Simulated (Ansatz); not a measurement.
# AlVIn in the AlB2 type: lattice stability ahead of a resistivity run

Question: is the lattice of AlVIn in the AlB2 type stable, and if so, what are its coupling constant and resistivity?

Method: DFT PBE, scalar-relativistic, plane waves, PAW; PAW set soft_1, in Ansatz 0.2.0.

Report form: the programs' logs are mostly left out.

The structure was built from a prototype and need not be the compound's stable phase.

## (1) Starting point

Symmetry: P-6m2, No. 187, hexagonal system. Conventional cell: a = 3.960 Å, b = 3.960 Å, c = 4.158 Å, α = 90.00°, β = 90.00°, γ = 120.00°. Nearest to V lie 6 Al at 3.09 Å and 6 In at 3.09 Å. Al has 3 In at 2.29 Å and 6 V at 3.09 Å nearest. Nearest to In lie 3 Al at 2.29 Å and 6 V at 3.09 Å. Farther neighbours are not listed.

## (2) Rough relaxation

Large forces or a large pressure at the start call for a first relaxation with loose thresholds.

Input file input.yaml:

```yaml
crystal:
  lattice:
    - [3.96026, 0.0, 0.0]
    - [-1.98013, 3.42968, 0.0]
    - [0.0, 0.0, 4.15827]
  atoms:
    - { symbol: V, position: [0.0, 0.0, 0.0] }
    - { symbol: Al, position: [0.33333333, 0.66666667, 0.5] }
    - { symbol: In, position: [0.66666667, 0.33333333, 0.5] }
kpoints:
  mp_grid: { grid: [6, 6, 6] }
hamiltonian:
  xc: pbe
  pseudopotentials: { kind: paw, azcp: { folder: soft_1 } }
scf:
  occupations: { method: gaussian, width: 0.1 }
output:
  forces: true
  stress: true
  eigenvalues: true
relax:
  adjacent_minimum: "off"
  f_tol: 0.05
  max_steps: 80
  cell: { stress_tol: 0.5 }
```

The run is started by

```bash
$ ansatz run input.yaml --threads 4 --pin off --max-ram 12288MiB --backend cpu --events-out ev --progress --plain --runs-dir out
```

It took 14 s on 4 threads of Arm Neoverse V1, shared host; peak memory 0.39 GiB; 51 s of CPU time.

This run has no spin polarisation, although V can carry a moment.

Relaxation path:

| step | energy less that of the first step (eV) | largest force component (eV/Å) | pressure (GPa) | volume (Å³) |
| --- | --- | --- | --- | --- |
| 1 | 0.0000 | 0.0000 | 11.30 | 56.48 |
| 2 | -0.8907 | 0.0000 | 3.75 | 57.83 |
| 3 | -1.3828 | 0.0000 | 1.20 | 57.21 |
| 4 | -1.7624 | 0.0000 | 0.14 | 55.89 |
| 5 | -2.0721 | 0.0000 | 0.28 | 54.19 |
| 6 | -2.4053 | 0.0000 | 0.74 | 52.48 |
| 7 | -2.7040 | 0.0000 | 2.18 | 50.75 |
| 8 | -2.8296 | 0.0000 | 4.01 | 49.63 |
| 9 | -2.8498 | 0.0000 | -0.28 | 51.39 |
| 10* | -2.8774 | 0.0000 | 0.55 | 51.39 |
| 11 | -2.8785 | 0.0000 | 0.05 | 51.65 |
| 12* | -2.8785 | 0.0000 | 0.05 | 51.65 |

Relaxation steps marked * repeat the geometry before them on a plane-wave basis chosen anew for their cell, so energy and pressure can jump there.

Forces are held to the 12 operations that the run works with; a distortion that breaks them can't arise in this run.

| cell as run | before | after | change |
| --- | --- | --- | --- |
| a (Å) | 3.960 | 4.626 | +16.8 % |
| b (Å) | 3.960 | 4.626 | +16.8 % |
| c (Å) | 4.158 | 2.787 | -33.0 % |
| volume (Å³/atom) | 18.83 | 17.22 | -8.5 % |

Final coordinates:

```cif
data_structure
_symmetry_space_group_name_H-M 'P 1'
_symmetry_Int_Tables_number 1
_cell_length_a 4.6264
_cell_length_b 4.6264
_cell_length_c 2.7866
_cell_angle_alpha 90.000
_cell_angle_beta 90.000
_cell_angle_gamma 120.000
_cell_volume 51.65
loop_
_atom_site_label
_atom_site_type_symbol
_atom_site_fract_x
_atom_site_fract_y
_atom_site_fract_z
_atom_site_occupancy
V1 V 0.00000 0.00000 0.00000 1
Al2 Al 0.33333 0.66667 0.50000 1
In3 In 0.66667 0.33333 0.50000 1
```

This step gave:

* pressure: 0.04623 GPa
* volume per atom: 17.22 Å³/atom
* metallic on mesh: yes
* gap on the k-mesh: 0 eV

The largest force is now zero by symmetry and the largest stress component 0.082 GPa.

## (3) Relaxing cell and atoms

The structure is brought to rest under this functional.

input.yaml, the sections that differ from step 2:

```yaml
crystal:
  lattice:
    - [4.6263557486, 0.0, 0.0]
    - [-2.3131778743, 4.0065416052, 0.0]
    - [0.0, 0.0, 2.7865839546]
  atoms:
    - { symbol: V, position: [0.0, 0.0, 0.0] }
    - { symbol: Al, position: [0.3333333333, 0.6666666667, 0.5] }
    - { symbol: In, position: [0.6666666667, 0.3333333333, 0.5] }
kpoints:
  mp_grid: { grid: [9, 9, 10] }
relax:
  adjacent_minimum: "off"
  f_tol: 0.005
  max_steps: 80
  cell: { stress_tol: 0.05 }
# hamiltonian, scf, output: as in step 2
```

Wall time 10 s (4 threads); peak memory 0.45 GiB.

Little changed from the start: no atom moved by 0.005 Å and no cell edge by 0.1 %.

Numbers from this step:

```yaml
pressure: -7.60e-4 GPa
volume_per_atom: 17.24 Å³/atom
```

The largest force is now zero by symmetry and the largest stress component 0.0031 GPa.

## (4) Relaxing tightly for phonons

No force is left; the cell is relaxed once more with another smearing and tight thresholds.

input.yaml, the sections that differ from step 3:

```yaml
crystal:
  lattice:
    - [4.6292907792, 0.0, 0.0]
    - [-2.3146453896, 4.0090834163, 0.0]
    - [0.0, 0.0, 2.7869475899]
  atoms:
    - { symbol: V, position: [0.0, 0.0, 0.0] }
    - { symbol: Al, position: [0.3333333333, 0.6666666667, 0.5] }
    - { symbol: In, position: [0.6666666667, 0.3333333333, 0.5] }
kpoints:
  mp_grid: { grid: [6, 6, 9] }
scf:
  occupations: { method: methfessel_paxton, width: 0.2 }
relax:
  adjacent_minimum: "off"
  f_tol: 0.001
  max_steps: 60
  cell: { stress_tol: 0.01 }
# hamiltonian, output: as in step 3
```

Wall time 6.6 s (4 threads); peak memory 0.39 GiB.

Little changed from the start: no atom moved by 0.005 Å and no cell edge by 0.1 %.

This step gave:

```
pressure        : -2.21e-4 GPa
volume per atom : 17.23 Å³/atom
```

The largest force is now zero by symmetry and the largest stress component 6.5e-4 GPa, small enough for phonons.

## (5) Lattice stability: q 2×2×2, k 4×4×6

Before any scattering is computed, the phonons show whether the structure is a minimum.

Input file input.yaml:

```yaml
crystal:
  lattice:
    - [4.6305049093, 0.0, 0.0]
    - [-2.3152524547, 4.0101348838, 0.0]
    - [0.0, 0.0, 2.7844359175]
  atoms:
    - { symbol: V, position: [0.0, 0.0, 0.0] }
    - { symbol: Al, position: [0.3333333333, 0.6666666667, 0.5] }
    - { symbol: In, position: [0.6666666667, 0.3333333333, 0.5] }
kpoints:
  mp_grid: { grid: [4, 4, 6] }
hamiltonian:
  xc: pbe
  pseudopotentials: { kind: paw, azcp: { folder: soft_1 } }
scf:
  occupations: { method: methfessel_paxton, width: 0.2 }
output:
  eigenvalues: true
phonons:
  method: dfpt
  qmesh: [2, 2, 2]
  temperatures: { t_max: 1000, t_step: 50 }
  qpath:
    path:
      - [[0.0, 0.0, 0.0], [0.5, 0.0, 0.0], [0.33333333, 0.33333333, 0.0], [0.0, 0.0, 0.0], [0.0, 0.0, 0.5], [0.5, 0.0, 0.5], [0.33333333, 0.33333333, 0.5], [0.0, 0.0, 0.5]]
      - [[0.5, 0.0, 0.5], [0.5, 0.0, 0.0]]
      - [[0.33333333, 0.33333333, 0.5], [0.33333333, 0.33333333, 0.0]]
    npoints: 10
```

Run time: 28 s. Hardware: 4 threads; peak memory 0.51 GiB; 1.8 min of CPU time.

This step gave:

```
share of imaginary modes in the plain interpolation between solved wavevectors : 0.0448
highest frequency, solved or plainly interpolated                              : 304.7 cm⁻¹
```

Solved on the 2×2×2 mesh alone; all other wavevectors are interpolated. The phonon branches at the labelled points (cm⁻¹):

| point | branch 1 | branch 2 | branch 3 | branch 4 | branch 5 | branch 6 | branch 7 | branch 8 | branch 9 |
| --- | --- | --- | --- | --- | --- | --- | --- | --- | --- |
| Γ | 0 | 0 | 0 | 47 | 148 | 148 | 156 | 279 | 279 |
| halfway | -39 | 42 | 67 | 90 | 139 | 155 | 158 | 279 | 285 |
| M | -43 | 51 | 84 | 124 | 124 | 155 | 171 | 278 | 290 |
| halfway | -15 | 52 | 84 | 99 | 145 | 156 | 174 | 271 | 294 |
| K | 37 | 54 | 84 | 91 | 144 | 156 | 182 | 265 | 297 |
| halfway | -34 | 45 | 71 | 91 | 149 | 154 | 154 | 276 | 288 |
| Γ | 0 | 0 | 0 | 47 | 148 | 148 | 156 | 279 | 279 |
| halfway | 54 | 62 | 62 | 149 | 185 | 185 | 205 | 283 | 283 |
| A | -82 | 71 | 71 | 206 | 222 | 222 | 268 | 286 | 286 |
| halfway | -33 | 58 | 111 | 194 | 206 | 224 | 272 | 287 | 290 |
| L | 43 | 66 | 139 | 181 | 188 | 230 | 274 | 288 | 295 |
| halfway | -32 | 99 | 137 | 176 | 189 | 232 | 273 | 281 | 301 |
| H | -46 | 120 | 131 | 173 | 189 | 234 | 272 | 277 | 305 |
| halfway | -32 | 70 | 116 | 190 | 202 | 226 | 272 | 284 | 294 |
| A | -82 | 71 | 71 | 206 | 222 | 222 | 268 | 286 | 286 |
| jump to L | 43 | 66 | 139 | 181 | 188 | 230 | 274 | 288 | 295 |
| halfway | 30 | 104 | 141 | 143 | 156 | 181 | 218 | 283 | 293 |
| M | -43 | 51 | 84 | 124 | 124 | 155 | 171 | 278 | 290 |
| jump to H | -46 | 120 | 131 | 173 | 189 | 234 | 272 | 277 | 305 |
| halfway | 12 | 115 | 134 | 138 | 172 | 191 | 211 | 271 | 301 |
| K | 37 | 54 | 84 | 91 | 144 | 156 | 182 | 265 | 297 |

Lowest modes at the softest wavevector of the mesh. The modes at q = (0.000, 0.000, 0.500) (shares of kinetic energy by element, %) (negative means imaginary):

| mode | frequency (cm⁻¹) | V % | Al % | In % |
| --- | --- | --- | --- | --- |
| 1 | -82.1 | 100 | 0 | 0 |
| 2 | 71.0 | 0 | 15 | 85 |
| 3 | 71.0 | 0 | 15 | 85 |
| 4 | 205.7 | 0 | 9 | 91 |
| 5 | 221.9 | 100 | 0 | 0 |
| 6 | 221.9 | 100 | 0 | 0 |

Displacements in mode 1 (-82.1 cm⁻¹), the largest set to 1, in the home cell:
```
V1  0.00 0.00 1.00
Al2 0.00 0.00 0.00
In3 0.00 0.00 0.00
```

Displacements in mode 4 (205.7 cm⁻¹), the largest set to 1, in the home cell:
```
V1   0.00  0.00  0.00
Al2  0.00  0.00 -0.64
In3  0.00  0.00  1.00
```

Among the solved wavevectors the lowest mode, translations apart, is -82.1 cm⁻¹, imaginary.

## (6) Phonons: q 3×3×3, k 6×6×9

An imaginary mode on so few k-points may come from the sampling, so the phonons are repeated with another q and k mesh.

input.yaml, as its differences from that of step 5:

```diff
@@ -10,3 +10,3 @@
 kpoints:
-  mp_grid: { grid: [4, 4, 6] }
+  mp_grid: { grid: [6, 6, 9] }
 hamiltonian:
@@ -20,3 +20,3 @@
   method: dfpt
-  qmesh: [2, 2, 2]
+  qmesh: [3, 3, 3]
   temperatures: { t_max: 1000, t_step: 50 }
```

Wall time 2.5 min (4 threads); peak memory 0.8 GiB; 9.7 min of CPU time.

This step gave:

* share of imaginary modes in the plain interpolation between solved wavevectors: 0.0264
* highest frequency, solved or plainly interpolated: 302.9 cm⁻¹

Solved on the 3×3×3 mesh alone; all other wavevectors are interpolated. Phonon branches along the path, in cm⁻¹:

| point | branch 1 | branch 2 | branch 3 | branch 4 | branch 5 | branch 6 | branch 7 | branch 8 | branch 9 |
| --- | --- | --- | --- | --- | --- | --- | --- | --- | --- |
| Γ | 0 | 0 | 0 | 49 | 143 | 143 | 154 | 283 | 283 |
| halfway | -44 | 43 | 68 | 86 | 123 | 152 | 155 | 281 | 287 |
| M | -56 | 51 | 85 | 116 | 128 | 155 | 168 | 280 | 291 |
| halfway | -15 | 52 | 85 | 105 | 150 | 154 | 170 | 276 | 292 |
| K | 27 | 54 | 85 | 120 | 150 | 154 | 178 | 273 | 292 |
| halfway | -22 | 46 | 72 | 76 | 139 | 150 | 155 | 280 | 288 |
| Γ | 0 | 0 | 0 | 49 | 143 | 143 | 154 | 283 | 283 |
| halfway | 63 | 63 | 123 | 147 | 162 | 162 | 208 | 283 | 283 |
| A | 70 | 70 | 140 | 186 | 186 | 199 | 273 | 284 | 284 |
| halfway | 57 | 91 | 149 | 174 | 179 | 212 | 270 | 286 | 290 |
| L | 43 | 102 | 157 | 162 | 172 | 224 | 267 | 287 | 295 |
| halfway | 18 | 116 | 151 | 159 | 175 | 225 | 266 | 283 | 300 |
| H | -27 | 132 | 140 | 157 | 177 | 226 | 265 | 280 | 303 |
| halfway | 48 | 100 | 150 | 169 | 180 | 215 | 270 | 284 | 293 |
| A | 70 | 70 | 140 | 186 | 186 | 199 | 273 | 284 | 284 |
| jump to L | 43 | 102 | 157 | 162 | 172 | 224 | 267 | 287 | 295 |
| halfway | 24 | 113 | 136 | 138 | 156 | 179 | 210 | 283 | 293 |
| M | -56 | 51 | 85 | 116 | 128 | 155 | 168 | 280 | 291 |
| jump to H | -27 | 132 | 140 | 157 | 177 | 226 | 265 | 280 | 303 |
| halfway | 11 | 126 | 130 | 147 | 166 | 183 | 207 | 277 | 298 |
| K | 27 | 54 | 85 | 120 | 150 | 154 | 178 | 273 | 292 |

Lowest modes at the softest wavevector of the mesh. The modes at q = (0.000, 0.333, 0.000) (shares of kinetic energy by element, %) (negative means imaginary):

| mode | frequency (cm⁻¹) | V % | Al % | In % |
| --- | --- | --- | --- | --- |
| 1 | -51.9 | 40 | 8 | 52 |
| 2 | 47.5 | 2 | 4 | 94 |
| 3 | 77.1 | 9 | 88 | 3 |
| 4 | 107.7 | 17 | 8 | 75 |
| 5 | 118.0 | 58 | 14 | 28 |
| 6 | 154.7 | 89 | 8 | 3 |

Displacements in mode 1 (-51.9 cm⁻¹), the largest set to 1, in the home cell (x, y, z of the real part, then of the imaginary part):
```
V1   1.00  0.00  0.00  0.00  0.00  0.00
Al2  0.63  0.00  0.00  0.03  0.00  0.00
In3  0.76  0.00  0.00 -0.02  0.00  0.00
```

Displacements in mode 2 (47.5 cm⁻¹), the largest set to 1, in the home cell (x, y, z of the real part, then of the imaginary part):
```
V1   0.00  0.00  0.20  0.00  0.00 -0.06
Al2  0.00  0.00 -0.42  0.00  0.00 -0.04
In3  0.00  0.00  1.00  0.00  0.00 -0.01
```

The modes has structure finer than the step of the table below, so its rows give means over 20 cm⁻¹, whole bins alone (the curve runs from -65.9 to 322 cm⁻¹). Peaks (cm⁻¹: height): Al 282.9: 0.104; In 26.8: 0.0166, 56.0: 0.0173, 75.6: 0.0142, 107.3: 0.0213, 153.6: 0.0170, 219.4: 0.00843, 292.6: 0.0150; V 153.6: 0.0815.

Phonopy on the run's constants, 15x15x21 mesh, Gaussian sigma 2.8 cm⁻¹. Modes against wavenumber; means over each step; values in 1/cm⁻¹/cell:

| wavenumber (cm⁻¹) | Al | In | V |
| --- | --- | --- | --- |
| -40 | 4.3e-4 | 0.00244 | 0.00135 |
| -20 | 7.9e-4 | 0.00390 | 0.00127 |
| 0 | 3.4e-4 | 0.00161 | 3.4e-4 |
| 20 | 0.00241 | 0.0109 | 0.00131 |
| 40 | 0.00253 | 0.0139 | 0.00127 |
| 60 | 0.00272 | 0.0141 | 0.00132 |
| 80 | 0.00569 | 0.0118 | 0.00298 |
| 100 | 0.00572 | 0.0182 | 0.00774 |
| 120 | 0.00396 | 0.0144 | 0.00887 |
| 140 | 0.00422 | 0.0127 | 0.0324 |
| 160 | 0.00531 | 0.0124 | 0.0568 |
| 180 | 0.00460 | 0.00626 | 0.0240 |
| 200 | 0.00450 | 0.00613 | 0.00472 |
| 220 | 0.00436 | 0.00633 | 0.00308 |
| 240 | 0.00459 | 4.0e-4 | 6.8e-4 |
| 260 | 0.0105 | 7.0e-4 | 9.5e-4 |
| 280 | 0.0605 | 0.00730 | 3.9e-4 |
| 300 | 0.0268 | 0.00613 | 2.2e-4 |

No LO-TO term; unit eigenvectors of the mass-weighted matrix. The modes at Γ (shares of kinetic energy by element, %):

| mode | frequency (cm⁻¹) | symmetry | V % | Al % | In % |
| --- | --- | --- | --- | --- | --- |
| 1 | 0.0 | unnamed | 26 | 14 | 60 |
| 2 | 0.0 | unnamed | 26 | 14 | 60 |
| 3 | 0.0 | unnamed | 26 | 14 | 60 |
| 4 | 49.0 | A2'' | 8 | 61 | 32 |
| 5 | 143.3 | E' | 74 | 4 | 22 |
| 6 | 143.3 | E' | 74 | 4 | 22 |
| 7 | 154.5 | A2'' | 66 | 25 | 9 |
| 8 | 282.6 | E' | 0 | 82 | 18 |
| 9 | 282.6 | E' | 0 | 82 | 18 |

Displacements in mode 4 (49.0 cm⁻¹), the largest set to 1:
```
V1   0.00  0.00  0.26
Al2  0.00  0.00  1.00
In3  0.00  0.00 -0.35
```

Displacements in mode 8 (282.6 cm⁻¹), the largest set to 1:
```
V1  -0.01  0.00  0.00
Al2  1.00  0.00  0.00
In3 -0.23  0.00  0.00
```

Among the solved wavevectors the lowest mode, translations apart, is -51.9 cm⁻¹, imaginary.

## (7) Results

| Quantity | Value |
| --- | --- |
| phonon run of the rows without a label of their own | PBE, q 3×3×3, k 6×6×9 |
| softest mode on the q mesh | -51.9 cm⁻¹ at q = (0, 0.333, 0) |
| highest frequency, solved or plainly interpolated | 303 cm⁻¹ |

The lattice is dynamically unstable at this level: a mode at q = (0, 0.333, 0) is imaginary, 51.9i cm⁻¹, so no harmonic coupling constant or resistivity is defined for this structure. These meshes are coarse, and single modes of a metal can move by tens of cm⁻¹ with the k mesh. The coarser mesh found an imaginary mode at another wavevector, which this mesh lacks. The phonon runs are not spin-polarised. The structure was built by hand as an ordered model, and its stability against other phases was not tested.

[Logs are printed without paths, hosts, clocks, repeated set-up lines and the standing remarks that a program may print on its own settings, such as how far it seeks lower states.]

[Hosts, paths, dates, database ids (printed as entryN), source tags and the programs' standing remarks are cut or masked in the printed files.]
